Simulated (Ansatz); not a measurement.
**A convergence test on AlN (F-43m): wavefunction cutoff**

Aim: see how gap, energy and time of AlN (F-43m) follow the wavefunction cutoff.

Main program and level: Ansatz 0.2.0; DFT, PBE, plane waves, PAW; PAW set soft_1.

**1. Set-up**

It takes space group F-43m (No. 216, cubic). Conventional cell: a = 4.368 Å, b = 4.368 Å, c = 4.368 Å, α = 90.00°, β = 90.00°, γ = 90.00°. Nearest to Al lie 4 N at 1.89 Å. Nearest to N lie 4 Al at 1.89 Å. Farther neighbours and most contacts between anions are not listed.

The cell and positions are those that the Materials Project relaxed with its own functionals (PBE, PBE+U or r2SCAN), kept fixed. This is not the form that AlN usually takes at ambient conditions.

**2. Wavefunction cutoff: 190 eV**

Input file input.yaml:

```yaml
crystal:
  lattice:
    - [0.0, 2.1839935596, 2.1839935596]
    - [2.1839935596, 0.0, 2.1839935596]
    - [2.1839935596, 2.1839935596, 0.0]
  atoms:
    - { symbol: Al, position: [0.0, 0.0, 0.0] }
    - { symbol: "N", position: [0.75, 0.75, 0.75] }
kpoints:
  mp_grid: { grid: [10, 10, 10] }
  band_path:
    path:
      - [0.0, 0.0, 0.0]
      - [-0.5, -0.5, 0.0]
      - [-0.375, -0.375, 0.25]
      - [-0.375, 0.0, 0.375]
      - [0.0, 0.0, 0.5]
      - [-0.5, -0.25, 0.25]
    npoints: 1
hamiltonian:
  xc: pbe
  pseudopotentials: { kind: paw, azcp: { folder: soft_1 } }
scf:
  occupations: { method: fermi_dirac, width: 0.02 }
  n_extra_bands: 4
  max_iter: 80
output:
  eigenvalues: true
  write_density: true
  write_potential: true
  elf: true
  volumetric_format: npy
basis:
  ecutwfc: 190.0
```

On the command line:

```bash
> ansatz run input.yaml --threads 3 --pin off --max-ram 92160MiB --backend cuda --events-out ev --progress --plain --runs-dir out --devices 1 --max-vram 13GiB
```

Numbers of over 12 decimals in the logs are rounded to 6 here.

The log of the run:

```text
Warning: basis.ecutwfc = 190 eV is below the records' recommended 420 eV, and the density's cutoff is lower with it unless basis.ecutrho_ratio is high enough to keep the records' density cutoff: compare with a run at a higher cutoff
Warning: basis.ecutrho_ratio 4 (ecutrho = 760 eV, dense FFT grid 15×15×15): the grid does not resolve the core-correction charge of N (measure 0.13 e/Å^2.5); warned from 0.08. The energy and each atom's force then go with where the atoms sit on the grid: [figures from the program's tests cut] If this deck is also warned that a cutoff or its ratio is below what is recommended, mend that before anything below. First try basis.xc_grid, which is 1 on this run (the dense grid itself), where it is not refused (2, then 3). Above 1 the core-correction charge is laid on the exchange–correlation grid, and this warning is never given, whether or not the level is enough: [rest of the remark cut]
scf.n_extra_bands = 4 over 4 filled bands (N_el = 8.0): the run solves 8 bands
GPUs: using 1 of 1 available (devices: 1).
Engine: ansatz 0.2.0, x86_64-unknown-linux-gnu
Pseudopotentials: kind: paw
Pseudopotential: Al, paw, valence charge 3, recommended cutoff 420 eV (normal), soft_1/Al.paw.azcp
Pseudopotential: N, paw, valence charge 5, recommended cutoff 420 eV (normal), soft_1/N.paw.azcp
Functional definition: PBE
  parameter kappa = 0.804
  parameter beta = 0.066725
  exchange = pbe_x(kappa = kappa, mu = beta*pi^2/3)
  correlation = pbe_c(beta = beta)
device memory: the entry about to start is reckoned to put 0.9 GiB on a device that reports 63.1 GiB free (of which the cap on the GPU budget leaves the run 13.0 GiB)
GPU FFT provider: cuFFT
GPU libraries: cuBLAS 13.8.2, cuFFT 12.4.0, cuSOLVER 12.3.4
Crystal: 2 atoms, lattice volume = 20.835 Å³
Basis set: ecut = 190 eV, 137 PW (Γ)
Bands: 8, of which v1, the nominal top of the filled ones, is band 4 counted from 1 (3 counted from 0)
Symmetry: 24 space group operations
Space group: F-43m (ITA 216), of the structure as read, at distance tolerance 2.8e-5 Å
k-points: 47 of 1000 (time reversal used)
Non-local potential: Al, projectors of the file, l = 0: 2, l = 1: 2, l = 2: 1
Non-local potential: N, projectors of the file, l = 0: 2, l = 1: 2, l = 2: 1
PAW form: soft (Blöchl's): semilocal exchange-correlation on the pseudo side does not see the compensation charge
PAW one-centre angular grid: Al, 110 points (default); XC on 64 Gauss nodes
PAW one-centre angular grid: N, 110 points (default); XC on 64 Gauss nodes
Initial density: superposition of atomic densities (chi_scale 0.1, normalization cell, long waves kept (reshape's long-wave potential 0.00 eV rms))
Initial wavefunctions: pseudopotential atomic-orbital guess
GPU buffer pool allocated for 3375 grid points (all kernels)
GPU transforms: local potential and band sums: pruned to the plane-wave sphere, on 15×15×15
Functional: x = pbe(κ = 0.804, μ = 0.219515), c = pbe(β = 0.066725)
SCF iter   1: F=—  HF=-921.098603 eV  |F-HF|=—  |Δ(HF+E_count)|=         —  Δρ=1.10e-1  dr2=2.56e0  ethr=3.10e-3  ⟨swp⟩=4.0  Hψ=2641  notcnv=0
preconditioner: auto → none  [insulator: Δε(μ)=4.500 eV  Ē_g=16.428 eV  σ=0.020 eV  W_gap=1.00  n_scr=0 (ndim 8)  ℏωp=23.0 eV  f_vac=0.000  D(μ)=0.00/eV (n_scr^D=0)  ε∞_Penn≈3.0]
SCF iter   2: F=—  HF=-920.524703 eV  |F-HF|=—  |Δ(HF+E_count)|=   5.74e-1  Δρ=5.28e-2  dr2=5.53e-1  ethr=3.10e-3  ⟨swp⟩=2.4  Hψ=990  notcnv=0
SCF iter   3: F=—  HF=-920.355385 eV  |F-HF|=—  |Δ(HF+E_count)|=   1.69e-1  Δρ=1.65e-3  dr2=3.00e-4  ethr=3.10e-3  ⟨swp⟩=2.4  Hψ=706  notcnv=0
SCF iter   4: F=—  HF=-920.355416 eV  |F-HF|=—  |Δ(HF+E_count)|=   3.09e-5  Δρ=1.64e-4  dr2=4.88e-6  ethr=3.75e-6  ⟨swp⟩=1.5  Hψ=791  notcnv=0
SCF iter   5: F=—  HF=-920.355435 eV  |F-HF|=—  |Δ(HF+E_count)|=   1.91e-5  Δρ=2.12e-5  dr2=8.73e-8  ethr=6.10e-8  ⟨swp⟩=2.4  Hψ=554  notcnv=0
SCF iter   6: F=-920.355435 eV  HF=-920.355435 eV  |F-HF|=1.51e-10  |Δ(HF+E_count)|=   4.63e-9  Δρ=1.23e-6  dr2=1.53e-10  ethr=1.09e-9  ⟨swp⟩=1.0  Hψ=1092  notcnv=0
SCF 1 converged in 6 iterations: F = -920.355435 eV  dr2 = 1.53e-10
[...]
device memory: the entry about to start is reckoned to put 0.6 GiB on a device that reports 63.0 GiB free (of which the cap on the GPU budget leaves the run 13.0 GiB)
NSCF: frozen V_eff on 6 k-points
SCF converged after 6 iterations
Free energy (F): -920.355435 eV
Harris-Foulkes:  -920.355435 eV  (|F-HF|=1.51e-10)
Internal energy: -920.355435 eV  (E = F + TS)
E sigma→0 (E₀):  -920.355435 eV
Fermi energy:    8.770857 eV
--- Per-component energies (eV) ---
  E_band       = 15.301016
  E_kinetic    = 160.822761
  E_local      = -200.731760  (includes V_loc(G=0)·N_el)
  E_nonlocal   = 38.889213
  E_hartree    = 73.746530
  E_xc         = -101.527675
  E_vxc        = -110.170524  (∫ρ·V_xc dr)
  E_paw        = -594.963114  (= ΣΔE_a)
  E_vpaw       = -21.013876  (= ΣTr[D̂ρ^β])
  E_aug_tail   = 0.012165  (compensation charges beyond the density's cutoff)
  E_ewald      = -296.603555
  E_smearing   = -0.000000  (= −TS)
  E_closure    = 0.000000  (closes the sum)
  Σ components = -920.355435   (vs F -920.355435, Δ=0.00e0)
--- Band table (eV; the first three rows and the last of 47) ---
  k-point 0: bands = ["-8.4494", "6.9422", "6.9422", "6.9422", "10.7246", "19.8204", "19.8204", "19.8204"]
  k-point 1: bands = ["-8.3088", "6.2803", "7.0542", "7.0542", "11.5310", "19.4419", "19.9829", "19.9829"]
  k-point 2: bands = ["-7.9112", "4.5689", "7.1478", "7.1478", "12.7629", "18.5887", "19.9111", "19.9111"]
  k-point 46: bands = ["-5.8957", "3.1172", "4.1990", "4.7033", "12.8545", "18.1124", "19.4628", "20.1176"]
```

It took 9.3 s on 1 × NVIDIA H100 80GB HBM3 (shared by 6 runs) with 3 threads of AMD EPYC 7R13 (Zen 3), shared host; peak memory 0.85 GiB.

In the SCF lines HF is the Harris–Foulkes energy and dr2 the Hartree energy of the density residual, in eV; the loop may stop once dr2 is under the threshold and the program's other checks hold. Hψ counts applications of the Hamiltonian.

This step gave:

```
gap                  : 3.181 eV
valence top at       : k = (0.000, 0.100, -0.100)
conduction bottom at : X
least direct gap     : 3.782 eV
```

The gap is indirect, with the least direct gap 0.60 eV higher.

**3. Wavefunction cutoff: 290 eV**

Edit input.yaml of step 2 so:

```diff
@@ -23,3 +23,3 @@
 scf:
-  occupations: { method: fermi_dirac, width: 0.02 }
+  occupations: { method: fixed }
   n_extra_bands: 4
@@ -28,7 +28,3 @@
   eigenvalues: true
-  write_density: true
-  write_potential: true
-  elf: true
-  volumetric_format: npy
 basis:
-  ecutwfc: 190.0
+  ecutwfc: 290.0
```

The log of the run:

```text
[...]
GPUs: using 1 of 1 available (devices: 1).
[...]
GPU FFT provider: cuFFT
GPU libraries: cuBLAS 13.8.2, cuFFT 12.4.0, cuSOLVER 12.3.4
Crystal: 2 atoms, lattice volume = 20.835 Å³
Basis set: ecut = 290 eV, 259 PW (Γ)
Bands: 8, of which v1, the nominal top of the filled ones, is band 4 counted from 1 (3 counted from 0)
Symmetry: 24 space group operations
[...]
SCF 1 converged in 6 iterations: F = -923.936414 eV  dr2 = 5.17e-8
[...]
NSCF: frozen V_eff on 6 k-points
SCF converged after 6 iterations
Free energy (F): -923.936414 eV
[...]
Internal energy: -923.936414 eV  (E = F + TS)
E sigma→0 (E₀):  -923.936414 eV
Fermi energy:    6.951822 eV
[...]
--- Band table (eV; the first three rows and the last of 47) ---
[...]
```

The job ended after 11 s (1 × NVIDIA H100 80GB HBM3 (shared by 6 runs) with 3 threads; peak memory 0.84 GiB; 3.1 s of CPU time).

Numbers from this step:

| Quantity | Value |
| --- | --- |
| gap | 3.343 eV |
| valence top at | Γ |
| conduction bottom at | X |
| least direct gap | 4.161 eV |

The gap is 3.343 eV, +0.163 eV from the run before at this level.

**4. Wavefunction cutoff: 420 eV (the default)**

input.yaml, the sections that differ from step 3:

```yaml
kpoints:
  mp_grid: { grid: [10, 10, 10] }
  band_path:
    path:
      - [[0.0, 0.0, 0.0], [-0.5, -0.5, 0.0], [-0.375, -0.375, 0.25]]
      - [[-0.375, 0.0, 0.375], [0.0, 0.0, 0.0], [0.0, 0.0, 0.5], [-0.5, -0.25, 0.25], [-0.5, -0.5, 0.0]]
    npoints: 10
scf:
  occupations: { method: fermi_dirac, width: 0.02 }
  n_extra_bands: 4
output:
  eigenvalues: true
  write_density: true
  write_potential: true
  elf: true
  volumetric_format: npy
# crystal, hamiltonian: as in step 3
# basis: removed
```

The log of the run:

```text
[...]
GPUs: using 1 of 1 available (devices: 1).
[...]
GPU FFT provider: cuFFT
GPU libraries: cuBLAS 13.8.2, cuFFT 12.4.0, cuSOLVER 12.3.4
Crystal: 2 atoms, lattice volume = 20.835 Å³
Basis set: ecut = 420 eV, 411 PW (Γ)
Bands: 8, of which v1, the nominal top of the filled ones, is band 4 counted from 1 (3 counted from 0)
Symmetry: 24 space group operations
[...]
SCF 1 converged in 7 iterations: F = -924.209504 eV  dr2 = 2.90e-9
[...]
NSCF: frozen V_eff on 62 k-points, pencils in batches of 32, up to order 40
SCF converged after 7 iterations
Free energy (F): -924.209504 eV
[...]
Internal energy: -924.209504 eV  (E = F + TS)
E sigma→0 (E₀):  -924.209504 eV
Fermi energy:    8.636854 eV
[...]
--- Band table (eV; the first three rows and the last of 47) ---
[...]
```

It took 9.1 s on 1 × NVIDIA H100 80GB HBM3 (shared by 6 runs) with 3 threads; peak memory 0.85 GiB; 4.9 s of CPU time.

This step gave:

```
gap                  : 3.325 eV
valence top at       : Γ
conduction bottom at : X
least direct gap     : 4.187 eV
```

The gap is 3.325 eV, −0.019 eV from the run before at this level.

**5. Wavefunction cutoff: 630 eV**

input.yaml, the sections that differ from step 4:

```yaml
kpoints:
  mp_grid: { grid: [10, 10, 10] }
  band_path:
    path:
      - [0.0, 0.0, 0.0]
      - [-0.5, -0.5, 0.0]
      - [-0.375, -0.375, 0.25]
      - [-0.375, 0.0, 0.375]
      - [0.0, 0.0, 0.5]
      - [-0.5, -0.25, 0.25]
    npoints: 1
scf:
  occupations: { method: fixed }
  n_extra_bands: 4
  max_iter: 80
basis:
  ecutwfc: 630.0
# crystal, hamiltonian, output: as in step 4
```

The log of the run:

```text
[...]
GPUs: using 1 of 1 available (devices: 1).
[...]
GPU FFT provider: cuFFT
GPU libraries: cuBLAS 13.8.2, cuFFT 12.4.0, cuSOLVER 12.3.4
Crystal: 2 atoms, lattice volume = 20.835 Å³
Basis set: ecut = 630 eV, 725 PW (Γ)
Bands: 8, of which v1, the nominal top of the filled ones, is band 4 counted from 1 (3 counted from 0)
Symmetry: 24 space group operations
[...]
SCF 1 converged in 7 iterations: F = -924.212200 eV  dr2 = 2.72e-9
[...]
SCF converged after 7 iterations
Free energy (F): -924.212200 eV
[...]
Internal energy: -924.212200 eV  (E = F + TS)
E sigma→0 (E₀):  -924.212200 eV
Fermi energy:    6.963232 eV
[...]
--- Band table (eV; the first three rows and the last of 47) ---
[...]
```

Elapsed: 9.5 s, on 1 × NVIDIA H100 80GB HBM3 (shared by 6 runs) with 3 threads; peak memory 0.86 GiB.

Numbers from this step:

```yaml
gap: 3.324 eV
valence_top_at: Γ
conduction_bottom_at: X
least_direct_gap: 4.187 eV
```

The gap is 3.324 eV, as in the run before at this level.

**6. The series**

Differences are against the last row; a negative gap means that bands overlap, and a run with a band path holds that path's time. Times are wall times on 1 × NVIDIA H100 80GB HBM3 (shared by 6 runs) with 3 threads of AMD EPYC 7R13 (Zen 3), shared host, good to a factor of about two.

| wavefunction cutoff | gap (eV) | direct gap (eV) | gap error (eV) | energy error (meV/atom) | irreducible k | time |
| --- | --- | --- | --- | --- | --- | --- |
| 190 eV | 3.181 | 3.782 | −0.144 | +1928.4 | 47 | 9.3 s |
| 290 eV | 3.343 | 4.161 | +0.019 | +137.9 | 47 | 11 s |
| 420 eV | 3.325 | 4.187 | +0.0002 | +1.3 | 47 | 9.1 s |
| 630 eV | 3.324 | 4.187 | +0.000 | +0.0 | 47 | 9.5 s |

**7. Outcome**

* 190 eV: 3.181 eV
* 290 eV: 3.343 eV
* 420 eV: 3.325 eV
* 630 eV: 3.324 eV

The gap holds to 0.02 eV from 290 eV on. At 190 eV the gap is off by −0.144 eV and the energy by +1928 meV/atom.

[Paths, hosts, dates, memory and timing lines, banners, echoed tables and standing remarks are left out of the program output.]

[Logs are printed without paths, hosts, clocks, repeated set-up lines and the standing remarks that a program may print on its own settings, such as how far it seeks lower states.]

[Runs of the session that timed out or met a known fault of the program may be left out.]

[Cells called generated may have been cut or substituted from an entry of the Crystallography Open Database or the Materials Project.]

[Hosts, paths, dates, database ids (printed as entryN), source tags and the programs' standing remarks are cut or masked in the printed files.]
